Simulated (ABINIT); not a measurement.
# TlGa3 (Pm-3m): phonons by linear response, part 4 of 4

How does TlGa3 (Pm-3m) vibrate, and is this structure a minimum?

ABINIT 10.8.3; DFT LDA, scalar-relativistic, plane waves, HGH norm-conserving pseudopotentials.

So far. Step 6 (Zone-centre response): The acoustic modes at Γ come out as far as 0.2 cm⁻¹ from zero, where they should vanish, a small numerical error. The lowest optical mode is imaginary, 39i cm⁻¹, an instability at this level and on this k mesh. Step 7 (Modes with the sum rule): The rule moves no optical mode by more than 0.1 cm⁻¹. The relaxed cell has a = 4.189 Å (conventional setting).

The structure was built from a prototype and need not be the compound's stable phase.

## 9. Interpolated phonon bands

anaddb transforms the dynamical matrices to force constants and back along the path; points of the mesh come back as solved, but for the sum rule and, in polar crystals, the LO-TO term at Γ; the rest is interpolation.

Contents of anaddb.abi:

```
ddb_filepath "all_DDB"
output_file "anaddb.abo"
outdata_prefix "anaddb"
ifcflag 1
ngqpt 2 2 2
nqshft 1
q1shft 0.0 0.0 0.0
asr 1
chneut 0
dipdip 0
dipquad 0
quadquad 0
enunit 0
eivec 0
nph1l 62
qph1l 
    0.0 0.0 0.0 1.0
    0.0 0.05 0.0 1.0
    0.0 0.1 0.0 1.0
    0.0 0.15 0.0 1.0
    0.0 0.2 0.0 1.0
    0.0 0.25 0.0 1.0
    0.0 0.3 0.0 1.0
    0.0 0.35 0.0 1.0
    0.0 0.4 0.0 1.0
    0.0 0.45 0.0 1.0
    0.0 0.5 0.0 1.0
    0.05 0.5 0.0 1.0
    0.1 0.5 0.0 1.0
    0.15 0.5 0.0 1.0
    0.2 0.5 0.0 1.0
    0.25 0.5 0.0 1.0
    0.3 0.5 0.0 1.0
    0.35 0.5 0.0 1.0
    0.4 0.5 0.0 1.0
    0.45 0.5 0.0 1.0
    0.5 0.5 0.0 1.0
    0.45 0.45 0.0 1.0
    0.4 0.4 0.0 1.0
    0.35 0.35 0.0 1.0
    0.3 0.3 0.0 1.0
    0.25 0.25 0.0 1.0
    0.2 0.2 0.0 1.0
    0.15 0.15 0.0 1.0
    0.1 0.1 0.0 1.0
    0.05 0.05 0.0 1.0
    0.0 0.0 0.0 1.0
    0.05 0.05 0.05 1.0
    0.1 0.1 0.1 1.0
    0.15 0.15 0.15 1.0
    0.2 0.2 0.2 1.0
    0.25 0.25 0.25 1.0
    0.3 0.3 0.3 1.0
    0.35 0.35 0.35 1.0
    0.4 0.4 0.4 1.0
    0.45 0.45 0.45 1.0
    0.5 0.5 0.5 1.0
    0.45 0.5 0.45 1.0
    0.4 0.5 0.4 1.0
    0.35 0.5 0.35 1.0
    0.3 0.5 0.3 1.0
    0.25 0.5 0.25 1.0
    0.2 0.5 0.2 1.0
    0.15 0.5 0.15 1.0
    0.1 0.5 0.1 1.0
    0.05 0.5 0.05 1.0
    0.0 0.5 0.0 1.0
    0.5 0.5 0.5 1.0
    0.5 0.5 0.45 1.0
    0.5 0.5 0.4 1.0
    0.5 0.5 0.35 1.0
    0.5 0.5 0.3 1.0
    0.5 0.5 0.25 1.0
    0.5 0.5 0.2 1.0
    0.5 0.5 0.15 1.0
    0.5 0.5 0.1 1.0
    0.5 0.5 0.05 1.0
    0.5 0.5 0.0 1.0
```

Contents of mrgddb.in:

```
all_DDB
merged
4
dfpt_gammao_DDB
dfpt_qo_DS1_DDB
dfpt_qo_DS2_DDB
dfpt_qo_DS3_DDB
```

Launch:

```
$ mrgddb < mrgddb.in > mrgddb.log
$ OMP_NUM_THREADS=1 anaddb anaddb.abi > anaddb.log
```

anaddb.abo, the main output file:

```text
[banners, grids, parts of the stress and lines that vanish by symmetry left out]
-outvars_anaddb: echo values of input variables ----------------------

 Flags :
[...]
Phonon wavevector (reduced coordinates) :  0.00000  0.00000  0.00000
 Phonon energies in Hartree :
[...]
Phonon frequencies in cm-1    :
- -3.907410E+01 -3.907410E+01 -3.907410E+01  0.000000E+00  0.000000E+00
-  0.000000E+00  5.147084E+01  5.147084E+01  5.147084E+01  1.254050E+02
-  1.254050E+02  1.254050E+02
[...]
Phonon wavevector (reduced coordinates) :  0.00000  0.05000  0.00000
 Phonon energies in Hartree :
[...]
Phonon frequencies in cm-1    :
- -3.847006E+01 -3.847006E+01 -3.802598E+01  1.018359E+00  1.018359E+00
-  1.055594E+01  5.203695E+01  5.203695E+01  5.234680E+01  1.251622E+02
-  1.251622E+02  1.251868E+02
[...]
Phonon wavevector (reduced coordinates) :  0.00000  0.10000  0.00000
 Phonon energies in Hartree :
[...]
Phonon frequencies in cm-1    :
- -3.679990E+01 -3.679990E+01 -3.480850E+01  2.504367E+00  2.504367E+00
-  2.097867E+01  5.377800E+01  5.377800E+01  5.480971E+01  1.244299E+02
-  1.244299E+02  1.245307E+02
[...]
Phonon wavevector (reduced coordinates) :  0.00000  0.15000  0.00000
 Phonon energies in Hartree :
[...]
Phonon frequencies in cm-1    :
- -3.449410E+01 -3.449410E+01 -2.910505E+01  4.639972E+00  4.639972E+00
-  3.113233E+01  5.677851E+01  5.677851E+01  5.843941E+01  1.231976E+02
-  1.231976E+02  1.234342E+02
[...]
Phonon wavevector (reduced coordinates) :  0.00000  0.20000  0.00000
 Phonon energies in Hartree :
[...]
Phonon frequencies in cm-1    :
- -3.220513E+01 -3.220513E+01 -1.970936E+01  7.299879E+00  7.299879E+00
-  4.087532E+01  6.104741E+01  6.104741E+01  6.271468E+01  1.214499E+02
-  1.214499E+02  1.218984E+02
[...]
Phonon wavevector (reduced coordinates) :  0.00000  0.25000  0.00000
 Phonon energies in Hartree :
[...]
Phonon frequencies in cm-1    :
- -3.052687E+01 -3.052687E+01  1.009311E+01  1.009311E+01  1.092019E+01
-  5.005495E+01  6.640368E+01  6.640368E+01  6.713644E+01  1.191705E+02
-  1.191705E+02  1.199386E+02
  Phonon wavevector (reduced coordinates) :  0.00000  0.30000  0.00000
 Phonon energies in Hartree :
[...]
Phonon frequencies in cm-1    :
- -2.965348E+01 -2.965348E+01  1.256294E+01  1.256294E+01  2.502822E+01
-  5.849427E+01  7.128444E+01  7.248120E+01  7.248120E+01  1.163489E+02
-  1.163489E+02  1.176030E+02
  Phonon wavevector (reduced coordinates) :  0.00000  0.35000  0.00000
 Phonon energies in Hartree :
[...]
Phonon frequencies in cm-1    :
[...]
-  1.129952E+02  1.150109E+02
  Phonon wavevector (reduced coordinates) :  0.00000  0.40000  0.00000
 Phonon energies in Hartree :
[...]
Phonon frequencies in cm-1    :
[...]
-  1.091824E+02  1.124236E+02
  Phonon wavevector (reduced coordinates) :  0.00000  0.45000  0.00000
 Phonon energies in Hartree :
[...]
Phonon frequencies in cm-1    :
[...]
-  1.052409E+02  1.103505E+02
  Phonon wavevector (reduced coordinates) :  0.00000  0.50000  0.00000
 Phonon energies in Hartree :
[...]
Phonon frequencies in cm-1    :
[...]
-  1.029488E+02  1.095219E+02
  Phonon wavevector (reduced coordinates) :  0.05000  0.50000  0.00000
 Phonon energies in Hartree :
[...]
Phonon frequencies in cm-1    :
[...]
-  1.030456E+02  1.092203E+02
  Phonon wavevector (reduced coordinates) :  0.10000  0.50000  0.00000
 Phonon energies in Hartree :
[...]
Phonon frequencies in cm-1    :
[...]
-  1.032523E+02  1.083514E+02
  Phonon wavevector (reduced coordinates) :  0.15000  0.50000  0.00000
 Phonon energies in Hartree :
[...]
Phonon frequencies in cm-1    :
[...]
-  1.033907E+02  1.070233E+02
[...]
-  1.177567E+02  1.177567E+02
  Phonon wavevector (reduced coordinates) :  0.25000  0.25000  0.25000
 Phonon energies in Hartree :
[...]
Phonon frequencies in cm-1    :
[...]
-  5.685175E+01  7.396259E+01  7.396259E+01  7.418416E+01  1.097936E+02
-  1.178422E+02  1.178422E+02
  Phonon wavevector (reduced coordinates) :  0.30000  0.30000  0.30000
 Phonon energies in Hartree :
[...]
Phonon frequencies in cm-1    :
- -3.855844E+01 -3.855844E+01 -2.514531E+01 -2.514531E+01  4.808118E+01
-  5.477127E+01  6.949747E+01  6.949747E+01  8.340327E+01  1.150103E+02
-  1.220378E+02  1.220378E+02
  Phonon wavevector (reduced coordinates) :  0.35000  0.35000  0.35000
 Phonon energies in Hartree :
[...]
Phonon frequencies in cm-1    :
- -4.319765E+01 -4.319765E+01 -2.978931E+01 -2.978931E+01  3.368336E+01
-  5.287224E+01  6.238828E+01  6.238828E+01  9.355400E+01  1.241262E+02
-  1.285451E+02  1.285451E+02
  Phonon wavevector (reduced coordinates) :  0.40000  0.40000  0.40000
 Phonon energies in Hartree :
[...]
Phonon frequencies in cm-1    :
- -4.667584E+01 -4.667584E+01 -3.282164E+01 -3.282164E+01 -1.012947E+01
[...]
-  1.349399E+02  1.349399E+02
  Phonon wavevector (reduced coordinates) :  0.45000  0.45000  0.45000
 Phonon energies in Hartree :
[...]
Phonon frequencies in cm-1    :
[...]
-  1.394893E+02  1.394893E+02
  Phonon wavevector (reduced coordinates) :  0.50000  0.50000  0.50000
 Phonon energies in Hartree :
[...]
Phonon frequencies in cm-1    :
[...]
Phonon wavevector (reduced coordinates) :  0.50000  0.50000  0.05000
 Phonon energies in Hartree :
[...]
Phonon frequencies in cm-1    :
[...]
-  1.035150E+02  1.035150E+02
  Phonon wavevector (reduced coordinates) :  0.50000  0.50000  0.00000
 Phonon energies in Hartree :
[...]
Phonon frequencies in cm-1    :
- -4.278493E+01 -9.468190E+00 -9.468190E+00  4.246029E+01  5.281876E+01
-  5.323606E+01  6.179277E+01  8.388820E+01  8.388820E+01  9.863620E+01
-  1.006844E+02  1.006844E+02
-
```

Wall time 0.52 s (1 thread of Arm Neoverse V1, shared host).

Numbers from this step:

```
lowest frequency on the path : -49.55 cm⁻¹
```

Anaddb. Phonon branches along the path, in cm⁻¹:

```csv
point,branch 1,branch 2,branch 3,branch 4,branch 9,branch 10,branch 11,branch 12
Γ,-39,-39,-39,0,52,125,125,125
halfway,-30,-30,10,10,67,119,119,120
X,-30,-30,17,17,93,103,103,110
halfway,-34,15,18,24,96,98,103,104
M,-43,-10,-10,42,84,99,101,101
halfway,-26,-13,11,17,82,112,113,116
Γ,-39,-39,-39,0,52,125,125,125
halfway,-33,-33,-19,-19,74,110,118,118
R,-50,-50,-35,-35,111,141,141,141
halfway,-40,-34,-28,17,82,114,118,121
X,-30,-30,17,17,93,103,103,110
jump to R,-50,-50,-35,-35,111,141,141,141
halfway,-46,-39,-24,-24,94,126,127,127
M,-43,-10,-10,42,84,99,101,101
```

The path dips to 50i cm⁻¹.

## 10. Sums over the zone

Sums over the zone need many more wavevectors than were solved, so the interpolation is sampled on a dense mesh.

Contents of anaddb.abi:

```
ddb_filepath "all_DDB"
output_file "anaddb.abo"
outdata_prefix "anaddb"
ifcflag 1
ngqpt 2 2 2
nqshft 1
q1shft 0.0 0.0 0.0
asr 1
chneut 0
dipdip 0
dipquad 0
quadquad 0
prtdos 2
ng2qpt 11 11 11
dosdeltae 4.5563e-06
ntemper 11
temperinc 100.0
tempermin 0.0
```

Launch:

```
$ OMP_NUM_THREADS=1 anaddb anaddb.abi > anaddb.log
```

anaddb.abo, the main output file:

```text
-outvars_anaddb: echo values of input variables ----------------------

 Flags :
     ifcflag         1
 Miscellaneous information :
         asr         1
      chneut         0
 Interatomic Force Constants Inputs :
      dipdip         0
     dipquad         0
    quadquad         0
      ifcana         0
      ifcout         0
 Description of grid 1 :
        brav         1
       ngqpt         2         2         2
      nqshft         1
      q1shft
                     0.00000000E+00  0.00000000E+00  0.00000000E+00
 Phonon DOS information :
   dosdeltae  4.55630000E-06
    dossmear  4.55633525E-06
 Description of grid 2 (Fourier interp. or BZ sampling):
      ng2qpt        11        11        11
      ngrids         4
      q2shft         0.00000000E+00  0.00000000E+00  0.00000000E+00

================================================================================

 read the DDB information and perform some checks

  ==== Info on the Cryst% object ====
 Real(R)+Recip(G) space primitive vectors, cartesian coordinates (Bohr,Bohr^-1):
 R(1)=  7.9164642  0.0000000  0.0000000  G(1)=  0.1263190  0.0000000  0.0000000
 R(2)=  0.0000000  7.9164642  0.0000000  G(2)=  0.0000000  0.1263190  0.0000000
 R(3)=  0.0000000  0.0000000  7.9164642  G(3)=  0.0000000  0.0000000  0.1263190
 Unit cell volume ucvol=  4.9612803E+02 bohr^3
 Angles (23,13,12)=  9.00000000E+01  9.00000000E+01  9.00000000E+01 degrees
 Time-reversal symmetry is present
 Reduced atomic positions [iatom, xred, symbol]:
    1)    0.0000000  0.0000000  0.0000000  Tl
    2)    0.0000000  0.5000000  0.5000000  Ga
    3)    0.5000000  0.0000000  0.5000000  Ga
    4)    0.5000000  0.5000000  0.0000000  Ga

 DDB file with 4 blocks has been read.

================================================================================

 Calculation of the interatomic forces

       Homogeneous q point set in the B.Z.
 Grid q points  :        8
  1)   0.00000000E+00  0.00000000E+00  0.00000000E+00
  2)   5.00000000E-01  0.00000000E+00  0.00000000E+00
  3)   0.00000000E+00  5.00000000E-01  0.00000000E+00
  4)   5.00000000E-01  5.00000000E-01  0.00000000E+00
  5)   0.00000000E+00  0.00000000E+00  5.00000000E-01
  6)   5.00000000E-01  0.00000000E+00  5.00000000E-01
  7)   0.00000000E+00  5.00000000E-01  5.00000000E-01
  8)   5.00000000E-01  5.00000000E-01  5.00000000E-01

 The interatomic forces have been obtained

================================================================================

 Calculation of phonon density of states

 Average speed of sound partial sums:     0.5251928413E-03 (at units)
-                                   =           1.1490 [km/s]

 Debye frequency from partial sums:     0.2585857174E-03 (Ha)
-                                 =     0.1701412287E+01 (THz)
-Debye temperature from partial sums:     0.8165491134E+02 (K)

 Average speed of sound:     0.3023661996E-04 (at units)
-                      =           0.0661 [km/s]

 Debye frequency from DOS:     0.1488740411E-04 (Ha)
-                        =     0.9795441347E-01 (THz)
-Debye temperature from DOS:     0.4701070404E+01 (K)

-
```

Elapsed: 0.62 s, on 1 thread.

This step gave:

```yaml
share_of_modes_beyond_3i_cm_minus1_on_the_dense_interpolated_mesh: 0.2318
```

The phonon density of states has structure finer than the step of the table below, so its rows give means over 5 cm⁻¹, whole bins alone (the curve runs from -79.5 to 171 cm⁻¹). Peaks (cm⁻¹: height): -29.6: 0.170, 23.4: 0.0542, 36.5: 0.0574, 67.5: 0.131, 81.5: 0.105, 109.5: 0.167.

Tetrahedra. Table of phonon density of states by wavenumber; means over each step:

wavenumber (cm⁻¹), phonon density of states (1/cm⁻¹/cell) and a bar:
```
      -55      0.000 
      -50      0.004 #
      -45      0.032 ######
      -40      0.055 ###########
      -35      0.079 ###############
      -30      0.131 ##########################
      -25      0.074 ###############
      -20      0.066 #############
      -15      0.047 #########
      -10      0.038 ########
       -5      0.034 #######
        0      0.036 #######
        5      0.047 #########
       10      0.047 #########
       15      0.044 #########
       20      0.044 #########
       25      0.049 ##########
       30      0.034 #######
       35      0.042 ########
       40      0.047 #########
       45      0.047 #########
       50      0.027 #####
       55      0.087 #################
       60      0.119 #######################
       65      0.118 #######################
       70      0.122 ########################
       75      0.091 ##################
       80      0.091 ##################
       85      0.076 ###############
       90      0.049 ##########
       95      0.018 ####
      100      0.027 #####
      105      0.103 ####################
      110      0.153 ##############################
      115      0.145 ############################
      120      0.097 ###################
      125      0.042 ########
      130      0.021 ####
      135      0.013 ###
      140      0.003 #
      145      0.000
```

## 11. Outcome

| Property | Result |
| --- | --- |
| space group after relaxation | Pm-3m |
| volume per atom | 18.4 Å³ |
| highest optical zone-centre mode (no LO-TO term) | 125.4 cm⁻¹ |
| lowest optical zone-centre mode | -39.1 cm⁻¹ |
| q mesh | 2×2×2 |
| lowest mode on the q mesh (acoustic ones at the zone centre apart) | -49.5 cm⁻¹ |
| imaginary modes on the q mesh | yes |

**Reading.** TlGa3 (Pm-3m) is unstable: a mode solved on the 2×2×2 mesh is imaginary, 50i cm⁻¹; its spectrum reaches 141 cm⁻¹. At the LDA level the optical modes of TlGa3 (Pm-3m) at the zone centre run from 39i to 125 cm⁻¹, so the structure is a saddle point, with 3 modes beyond 10i cm⁻¹ there. The most unstable solved mode lies at q = (0.5, 0.5, 0.5), on the zone boundary, so the distortion that it points to doubles the cell. These are harmonic frequencies at zero temperature: anharmonic shifts and linewidths and thermal expansion are left out. Spin-orbit coupling is left out, which can matter for the heavy elements here. The HGH files keep few electrons and have no core correction, which is cheap but rough for Ga and Tl. In a metal the frequencies hang on the k mesh and the smearing, most of all near Kohn anomalies. The q mesh stands for a supercell only 8.4 Å across, so branches between the solved wavevectors are rough. The structure is a hypothetical one, built on a prototype.

[Host names and launcher messages were left out of these logs when they were recorded.]

[Logs are printed without paths, hosts, clocks, repeated set-up lines and the standing remarks that a program may print on its own settings, such as how far it seeks lower states.]

[Hosts, paths, dates, database ids (printed as entryN), source tags and the programs' standing remarks are cut or masked in the printed files.]
